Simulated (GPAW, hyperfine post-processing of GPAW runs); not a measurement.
# Reading the 17O spectrum of MgV2O2F4

Calculated values: DFT, revPBE+U, plane-wave PAW, GPAW setups, collinear spin, scalar-relativistic (GPAW), contact and point-dipole shifts scaled to 330 K with Θ = 0 K (a pure Curie law); spin-only moments, above the ordering temperature.

```
V Mg F O
1.0
     5.19009    0.00000    0.00000
    -2.41234    4.61596    0.00000
    -0.36629   -2.80741    4.69586
V Mg F O
2 1 4 2
Direct
  0.49604 0.99481 0.50040
  0.00863 0.00355 0.00897
  0.68214 0.37465 0.09751
  0.74852 0.83441 0.25378
  0.11080 0.51225 0.27847
  0.85590 0.50987 0.78282
  0.27845 0.16279 0.77951
  0.38893 0.13565 0.25354
  0.66815 0.95988 0.79523
```

17O MAS at 11.7 T (67.6 MHz), 62.5 kHz, 330 K; contact and dipolar shift alone, no orbital or quadrupolar part; lines under 1.5 % of the strongest are left out. Lines of the NMR spectrum (strongest = 100):

```csv
position (ppm),intensity
-4961.4,8.5
-4184.6,5.1
-4036.2,63
-3259.5,50
-3111.1,75
-2334.4,100
-2186.0,27
-1409.2,27
-1260.9,21
-484.1,14
-335.7,3.9
441.0,2.0
```

Q: Find the isotropic shifts among the lines and assign them to the O sites.

Sidebands are spaced by 925 ppm (the spinning rate over the resonance of 67.6 MHz). An isotropic line need not be the tallest: it is the area-weighted centre of its own family of sidebands, and the one that stays put when the rate is changed. Isotropic shifts: -2334 ppm for atom 8 (bonded to 2 V at 1.94 Å), reduced anisotropy 1984 ppm; -3111 ppm for atom 9 (bonded to 2 V at 1.91 Å), reduced anisotropy 2409 ppm. The families' total areas stand as 1:1; where areas are equal the match rests on the calculation.

[Logs are printed without paths, hosts, clocks, repeated set-up lines and the standing remarks that a program may print on its own settings, such as how far it seeks lower states.]

[Hosts, paths, dates, database ids (printed as entryN), source tags and the programs' standing remarks are cut or masked in the printed files.]
